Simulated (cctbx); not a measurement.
# YbBe3Rh2: precision against data quality

Space group Cmmm (no. 65), a = 8.6680 Å, b = 14.8210 Å, c = 3.6630 Å, α = 90.00°, β = 90.00°, γ = 90.00°.

```
atom  mult.       x       y    z  Ueq (Å²)
 Yb1      4     1/2  0.6685  1/2    0.0028
 Yb2      2     1/2       0    0    0.0026
 Rh1      8  0.3421  0.8427  1/2    0.0030
 Rh2      4  0.8205       0  1/2    0.0031
 Be1      8  0.7717  0.0891    0    0.0067
 Be2      4     1/2  0.8159    0    0.0070
 Be3      4     1/4     3/4    0    0.0068
 Be4      2       0       0    0    0.0068
```

This is a model crystal, built by substitution and not relaxed, with assumed displacement parameters.

Five simulated data sets (cctbx; Ag Kα, λ = 0.56087 Å; 3 % proportional error) differ in resolution or exposure (noise floor 2 counts in the first three, 8 in the last two). Each is refined with the right model, isotropic at 1.1 Å and anisotropic otherwise. How do the figures of merit and the uncertainties move?

| d min (Å) | top counts | ⟨I/σ⟩ (unmerged, absences included) | unique | param. (scale apart) | Rint | R1 | GooF | largest s.u. xyz (fractional) | s.u. U of Be1 (Å²) | largest error (Å) |
| --- | --- | --- | --- | --- | --- | --- | --- | --- | --- | --- |
| 1.1 | 40000 | 10.4 | 129 | 15 | 0.027 | 0.0087 | 0.95 | 0.00099 | 0.0020 | 0.0038 |
| 0.84 | 40000 | 9.6 | 271 | 34 | 0.023 | 0.0102 | 0.97 | 0.00061 | 0.0023 | 0.0188 |
| 0.6 | 40000 | 8.8 | 689 | 34 | 0.025 | 0.0093 | 0.91 | 0.00032 | 0.0010 | 0.0039 |
| 0.75 | 300 | 0.7 | 367 | 34 | 0.323 | 0.0716 | 0.94 | 0.00561 | 0.0166 | 0.0858 |
| 0.75 | 3000 | 3.3 | 367 | 34 | 0.063 | 0.0248 | 0.94 | 0.00178 | 0.0064 | 0.0261 |

The number of reflections grows roughly as 1/d³: 129, 271 and 689 here. R1 follows the noise rather than the truth: at 300 counts it is 0.0716, at 3000 counts 0.0248, while GooF is 0.94 and 0.94: the weights 1/σ² carry the noise. The s.u. of U (U11 where anisotropic) for Be1 goes 0.0020, 0.0023, 0.0010 Å² with resolution and 0.0166, 0.0064 Å² with exposure.

Hardware for the 0.6 Å refinement: 0.43 s on 1 thread of Arm Neoverse V2 (shared host), peak memory 0.09 GiB.

[Logs are printed without paths, hosts, clocks, repeated set-up lines and the standing remarks that a program may print on its own settings, such as how far it seeks lower states.]
